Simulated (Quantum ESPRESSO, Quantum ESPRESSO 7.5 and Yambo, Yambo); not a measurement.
# SiO2 (Quartz): G0W0 on several meshes in Yambo

Wanted: mesh dependence and cost of G0W0 for SiO2 (Quartz).

Method: LDA and many-body steps on it, plane waves, in Quantum ESPRESSO 7.5 and Yambo 5.3.0.

**1. Set-up**

Symmetry: P3_121, No. 152, trigonal system. Conventional cell: a = 4.916 Å, b = 4.916 Å, c = 5.409 Å, α = 90.00°, β = 90.00°, γ = 120.00°. Nearest to Si lie 4 O at 1.61 Å. Nearest to O lie 2 Si at 1.61 Å. Farther neighbours and most contacts between anions are not listed.

The cell and positions come from the Crystallography Open Database and are kept as given unless a step says otherwise.

**2. Empty states on the mesh, 3×3×2 mesh, 496 bands**

This step: Quantum ESPRESSO 7.5; DFT, LDA, plane waves, norm-conserving pseudopotentials.

The sums over transitions need many empty states on a uniform mesh; this step solves for them.

Contents of pw.in:

```
&control
  calculation = 'nscf'
  prefix = 'x'
  outdir = 'o'
  pseudo_dir = 'pseudo'
/
&system
  ibrav = 0
  nat = 9
  ntyp = 2
  ecutwfc = 72.0
  nbnd = 496
  force_symmorphic = .true.
/
&electrons
  conv_thr = 1e-9
  electron_maxstep = 80
  diago_full_acc = .true.
  diago_thr_init = 5e-6
/
ATOMIC_SPECIES
  Si 28.085 Si.upf
  O 15.999 O.upf
CELL_PARAMETERS angstrom
  4.9158000000 0.0000000000 0.0000000000
  -2.4579000000 4.2572076799 0.0000000000
  0.0000000000 0.0000000000 5.4091000000
ATOMIC_POSITIONS crystal
  Si 0.5303000000 0.0000000000 0.3333333333
  Si 0.0000000000 0.5303000000 0.6666666667
  Si 0.4697000000 0.4697000000 0.0000000000
  O 0.1462000000 0.4142000000 0.8810000000
  O 0.5858000000 0.7320000000 0.2143333333
  O 0.2680000000 0.8538000000 0.5476666667
  O 0.4142000000 0.1462000000 0.1190000000
  O 0.7320000000 0.5858000000 0.7856666667
  O 0.8538000000 0.2680000000 0.4523333333
K_POINTS automatic
  3 3 2 0 0 0
```

Command:

```console
> OMP_NUM_THREADS=1 mpirun -n 4 pw.x -nk 4 -in pw.in > pw.out
```

What it wrote:

```text
Program PWSCF v.7.5 starts

     This program is part of the open-source Quantum ESPRESSO suite
     for quantum simulation of materials; please cite
         "P. Giannozzi et al., J. Phys.:Condens. Matter 21 395502 (2009);
         "P. Giannozzi et al., J. Phys.:Condens. Matter 29 465901 (2017);
         "P. Giannozzi et al., J. Chem. Phys. 152 154105 (2020);
     in publications or presentations arising from this work. More details at

     Atomic positions and unit cell read from directory:
     o/x.save/

     Message from routine setup:
[...]
k = 0.0000 0.3849 0.0000 (  7882 PWs)   bands (ev):

[...]
[... 50 further rows ...]
   142.4088 142.6423 143.0902 143.1210 143.3135 143.5515 143.6367 143.9156
   144.0855 144.2848 144.4750 144.9349 145.0153 145.2670 145.2988 145.4051

          k = 0.0000 0.3849-0.4544 (  7896 PWs)   bands (ev):

     [... further k-points ...]

     highest occupied, lowest unoccupied level (ev):     2.1721    7.9734

     XML data file, pseudopotentials, collected wavefunctions

=------------------------------------------------------------------------------=
   JOB DONE.
=------------------------------------------------------------------------------=
```

Wall time 2.7 min (4 MPI ranks of Arm Neoverse V1, shared host); peak memory 1.6 GiB; 11 min of CPU time.

Numbers from this step:

* gap: 5.801 eV
* k of the valence top: 0.3333, 0.3333, 0
* k of the conduction bottom: 0, 0, 0
* least direct gap: 6.125 eV
* k points computed: 8
* lowest point of the top converged band, above the valence top: 142.3008 eV

On this mesh the gap is 5.801 eV.

The density comes from a self-consistent run that is not shown.

**3. Conversion and set-up**

This step: Yambo 5.3.0; conversion and set-up on LDA, plane waves, norm-conserving pseudopotentials.

The states are converted to the many-body program's format and the q mesh is built.

Command:

```console
> (cd o/x.save; p2y > p2y.log; mv SAVE ../..); yambo > setup.log
```

What it wrote:

```text
 Yambo, version 5.3.0

 [02] CORE Variables Setup
 =========================

  [02.01] Unit cells
  ==================

  Cell kind             :  HCP
  Atoms in the cell     :  Si  O
  number of Si atoms    :  3
  number of O  atoms    :   6

  List of atomic masses
  Mass of Si    :  28.08500
  Mass of O     :  15.99900

  List of atomic coordinates    : [cc]
  Si1       :  4.926230  0.000000  3.407239  order 1
  Si2       : -2.463115  4.266240  6.814478  order 2
  Si3       :  2.181643  3.778716  0.000000  order 3
  O1       : -0.565732  3.332221  9.005333  order 4
[...]
==========================================

 IBZ Q-points                                      :   8
 BZ  Q-points                                      :  18

 K/Q-points units:
 rlu = crystal or reduced units; cc = cartesian coordinates; iku = interal k-units

 Q [1]          [rlu]:  0.000000  0.000000  0.000000
 Q [2]          [rlu]:  0.000000  0.000000 -0.500000
 Q [3]          [rlu]:  0.72872E-17  0.33333       0.0000
[...]
Q [7]          [rlu]: -0.333333  0.333333  0.000000
 Q [8]          [rlu]: -0.333333  0.333333 -0.500000

  [03.01] X indexes
  =================

   [03.01.01] Sigma indexes
   ========================

 [06] Game Over & Game summary
```

It took 2.8 s on 1 MPI rank; peak memory 0.24 GiB.

**4. 3×3×2**

G0W0 replaces the xc potential by the self-energy, built once from these orbitals. Only a window of levels is corrected, while the sums run over the empty bands that the input names.

This step: G0W0 on LDA, plane waves, norm-conserving pseudopotentials.

Contents of gw2.in:

```
HF_and_locXC
gw0
dyson
ppa
em1d
rim_cut
RandQpts= 1000000
RandGvec= 1 RL
EXXRLvcs= 72 Ry
VXCRLvcs= 288 Ry
Chimod= "HARTREE"
% BndsRnXp
 1 | 216 |
%
NGsBlkXp= 10 Ry
% LongDrXp
 1 | 1 | 1 |
%
% GbndRnge
 1 | 216 |
%
DysSolver= "n"
ExtendOut
PPAPntXp= 27.21138 eV
% QPkrange
 5 | 5 | 23 | 26 |
 1 | 1 | 23 | 26 |
%
```

Command:

```console
> OMP_NUM_THREADS=2 mpirun -n 2 yambo -F gw2.in -J gw2 -C gw2 > gw2.log
```

What it wrote:

```text
 Yambo, version 5.3.0

 [02] CORE Variables Setup
 =========================

  [... cell, symmetries and grids as in the set-up ...]

  [02.05] Energies & Occupations
  ==============================

  [X] === General ===
  [X] Electronic Temperature                        :  0.000000  0.000000 [eV K]
  [X] Bosonic    Temperature                        :  0.000000  0.000000 [eV K]
  [X] Finite Temperature mode                       : no
  [X] El. density                                   :  0.42403E+24 [cm-3]
  [X] Fermi Level                                   :  2.172053 [eV]

  [X] === Gaps and Widths ===
  [X] Conduction Band Min                           :  5.801365 [eV]
  [X] Valence Band Max                              :  0.000000 [eV]
  [X] Filled Bands                                  :  24
  [X] Empty Bands                                   :    25   496
  [X] Direct Gap                                    :  6.125498 [eV]
  [X] Direct Gap localized at k                     :  1
  [X] Indirect Gap                                  :  5.801365 [eV]
  [X] Indirect Gap between kpts                     :   5   1
  [X] Last valence band width                       :  0.596915 [eV]
  [X] 1st conduction band width                     :  3.097078 [eV]

 [03] Transferred momenta grid and indexing
 ==========================================

 IBZ Q-points                                      :   8
 BZ  Q-points                                      :  18

 K/Q-points units:
 rlu = crystal or reduced units; cc = cartesian coordinates; iku = interal k-units

 Q [1]          [rlu]:  0.000000  0.000000  0.000000
 Q [2]          [rlu]:  0.000000  0.000000 -0.500000
 Q [3]          [rlu]:  0.72872E-17  0.33333       0.0000
 Q [4]          [rlu]:  0.72872E-17  0.33333     -0.50000
 Q [5]          [rlu]:  0.333333  0.333333  0.000000
 Q [6]          [rlu]:  0.333333  0.333333 -0.500000
 Q [7]          [rlu]: -0.333333  0.333333  0.000000
 Q [8]          [rlu]: -0.333333  0.333333 -0.500000

 [04] Coloumb potential Random Integration (RIM)
 ===============================================

  [04.01] RIM initialization
  ==========================

  * Diagonal components only detected *

  8 x (sBL volume)        :  0.144317 [a.u.]
  sBZ random points       :  1000000
  Points outside the sBZ  :   7993074
  RL volume               :  0.324712 [a.u.]
  Integrated volume       :  0.324994 [a.u.]

  [04.02] RIM integrals
  =====================

  Gamma point sphere radius             :  0.095146 [a.u.]
  Points outside the sphere             :   799469
  [Int_sBZ(q=0) 1/q^2]*(Vol_sBZ)^(-1/3) =:  7.664728
                                 should be <:  7.795600

  Summary of Coulomb integrals for non-metallic bands |Q|[au] RIM/Bare

  Q [1] 0.100000E-4 0.983212 * Q [7] 0.260336 1.012284
  Q [3] 0.260336 1.012215 * Q [2] 0.307345 1.138708
  Q [8] 0.402785 1.065434 * Q [4] 0.402785 1.065353
  Q [5] 0.450916 1.007191 * Q [6] 0.545698 1.021740

 [WARNING] [Xp] User bands 1-216 break level degeneracy

 [05] Dipoles
 ============

  [05.01] Setup: observables and procedures
  =========================================

  [WARNING] [x,Vnl] slows the Dipoles computation. To neglect it rename the ns.kb_pp file

 [06] Dynamic Dielectric Matrix (PPA)
 ====================================

 [WR./gw2//ndb.pp]---------------------------------------------------------------
  Brillouin Zone Q/K grids (IBZ/BZ)                :   8  18   8  18
  RL vectors                                       :   9395 [WF]
  Coulomb cutoff potential                         : none
  Electronic Temperature                           :  0.000000 [K]
  Bosonic    Temperature                           :  0.000000 [K]
  PPA    diel. fun.  energies                      : Slater exchange(X)+Perdew & Wang(C)
  wavefunctions                                    : Slater exchange(X)+Perdew & Wang(C)
  Global Gauge                                     : length
  X matrix size                                    :   407
  X band range                                     :    1  216
  X e/h energy range                               : -1.000000 -1.000000 [eV]
  X Time ordering                                  : R
  X Hxc Kernel                                     : HARTREE
  X Drude frequency                                :  0.000000  0.000000
  X poles                                          :  100.0000 [o/o]
  RL vectors in the sum                            :   9395
  [r,Vnl] included                                 : yes
  Field direction                                  :  0.577350E-5  0.577350E-5  0.577350E-5
  BZ energy Double Grid                            : no
  BZ energy DbGd points                            : 0
  BZ Q point size factor                           : -1.000000
  X Optical Averaged directions                    : none

 [07] Local Exchange-Correlation + Non-Local Fock
 ================================================

 [VXC] Plane waves :   63145
 [EXS] Plane waves :   7959

 QP @ state[ 1 ] K range:  1  1
 QP @ state[ 1 ] b range:  23  26
 QP @ state[ 2 ] K range:   5   5
 QP @ state[ 2 ] b range:  23  26

 [xc] Functional : Slater exchange(X)+Perdew & Wang(C)
 [xc] LIBXC used to calculate xc functional
  PP Number of Atomic Species                      :  2
  NLCC RL compoments                               :   63145
  PP Number of Atomic Species                      :  2
  NLCC RL compoments                               :   63145

 [xc] E_xc :  -24.88627 [Ha]
      E_xc :  -49.77254 [Ry]

  Local XC kind (lXC) : Slater exchange(X)+Perdew & Wang(C)
  Non-Local XC kind (nlXC) : Hartree-Fock

  Corrections @ K [1] :  [eV]
 <23|nlXC|23> = -25.06674 -0.44094E-17 <23|lXC|23> = -19.28076  0.37763E-15
 <24|nlXC|24> = -25.06523 -0.13045E-16 <24|lXC|24> = -19.28076  0.000000
 <25|nlXC|25> = -6.490484 -0.29917E-18 <25|lXC|25> = -11.30930  0.35403E-16
 <26|nlXC|26> = -5.316477 -0.55043E-18 <26|lXC|26> = -10.83373 -0.37763E-15

  Corrections @ K [5] :  [eV]
 <23|nlXC|23> = -25.37676 -0.35640E-17 <23|lXC|23> = -19.49812  0.47204E-16
 <24|nlXC|24> = -25.61633 -0.12032E-16 <24|lXC|24> = -19.84005  0.000000
 <25|nlXC|25> = -7.118706  0.79572E-18 <25|lXC|25> = -12.56942 -0.23602E-16
 <26|nlXC|26> = -7.117994 -0.11415E-17 <26|lXC|26> = -12.56942 -0.94408E-16

 [08] Dyson equation: Newton solver
 ==================================

  [08.01] G0W0 (W PPA)
  ====================

  [  GW  ] Bands range     :    1  216
  [GW/PPA] G damping       :  0.100000 [eV]

  QP @ state[ 1 ] K range:  1  1
  QP @ state[ 1 ] b range:  23  26
  QP @ state[ 2 ] K range:   5   5
  QP @ state[ 2 ] b range:  23  26

   Sc/G bands                                       :    1  216
   Sc/G damping                                     :  0.100000 ev
   Sc bands terminator                              : no
   Sx RL components                                 :   7959

   QP @ state[ 1 ] K range                          :  1  1
   QP @ state[ 1 ] b range                          :  23  26
   QP @ state[ 2 ] K range                          :   5   5
   QP @ state[ 2 ] b range                          :  23  26
   GF energies kind                                 : Slater exchange(X)+Perdew & Wang(C)
   GF WF`s kind                                     : Slater exchange(X)+Perdew & Wang(C)
   Xs energies kind                                 : Slater exchange(X)+Perdew & Wang(C)
   Xs WF`s kind                                     : Slater exchange(X)+Perdew & Wang(C)

 [11] Game Over & Game summary
```

The job ended after 4.1 min (2 MPI ranks; peak memory 1.2 GiB; 16 min of CPU time).

This step gave:

```
G0W0 gap on the points computed              : 8.784 eV
starting gap on the mesh                     : 5.801 eV
k of the valence top                         : 0.3333, 0.3333, 0
k of the conduction bottom                   : 0, 0, 0
least direct G0W0 gap on the computed points : 9.158 eV
Z at the valence top                         : 0.8184
Z at the conduction bottom                   : 0.8706
```

The gap on the mesh goes from 5.80 eV to 8.78 eV, a correction of +2.98 eV.

**5. Empty states on the mesh, 3×3×4 mesh, 216 bands**

This step: Quantum ESPRESSO 7.5; DFT, LDA, plane waves, norm-conserving pseudopotentials.

Edit pw.in of step 2 so:

```diff
@@ -11,3 +11,3 @@
   ecutwfc = 72.0
-  nbnd = 496
+  nbnd = 216
   force_symmorphic = .true.
@@ -38,2 +38,2 @@
 K_POINTS automatic
-  3 3 2 0 0 0
+  3 3 4 0 0 0
```

Command:

```console
> OMP_NUM_THREADS=1 mpirun -n 4 pw.x -nk 4 -in pw.in > pw.out
```

What it wrote:

```text
[banner, memory and clock lines left out]
Program PWSCF v.7.5 starts

     Atomic positions and unit cell read from directory:
     o/x.save/

     Message from routine setup:
     using ibrav=0 with symmetry is DISCOURAGED, use correct ibrav instead

     G-vector sticks info

     bravais-lattice index     =            0
     lattice parameter (alat)  =       9.2895  a.u.
     unit-cell volume          =     763.9073 (a.u.)^3
     number of atoms/cell      =            9
     number of atomic types    =            2
     number of electrons       =        48.00
[...]
[... 15 further rows ...]
[...]
k = 0.0000 0.0000 0.2272 (  7924 PWs)   bands (ev):

[...]
[... 15 further rows ...]
[...]
k = 0.0000 0.0000-0.4544 (  7912 PWs)   bands (ev):

[...]
[... 15 further rows ...]
    74.2106  74.2106  74.7740  75.5880  75.9968  75.9968  76.6387  76.6387
    77.6462  78.3769  78.3769  79.8244  79.9750  79.9750  80.0016  80.9498

          k = 0.0000 0.3849 0.0000 (  7882 PWs)   bands (ev):

     [... further k-points ...]

     highest occupied, lowest unoccupied level (ev):     2.1721    7.9734

     XML data file, pseudopotentials, collected wavefunctions
```

The job ended after 84 s (4 MPI ranks; peak memory 0.85 GiB).

This step gave:

| Property | Result |
| --- | --- |
| gap | 5.801 eV |
| k of the valence top | 0.3333, 0.3333, 0 |
| k of the conduction bottom | 0, 0, 0 |
| least direct gap | 6.125 eV |
| k points computed | 14 |
| lowest point of the top converged band, above the valence top | 77.3339 eV |

On this mesh the gap is 5.801 eV.

[end of part 1 of 2]

[Paths, hosts, dates, memory and timing lines, banners, echoed tables and standing remarks are left out of the program output.]

[Logs are printed without paths, hosts, clocks, repeated set-up lines and the standing remarks that a program may print on its own settings, such as how far it seeks lower states.]

[Runs of the session that timed out or met a known fault of the program may be left out.]

[Hosts, paths, dates, database ids (printed as entryN), source tags and the programs' standing remarks are cut or masked in the printed files.]
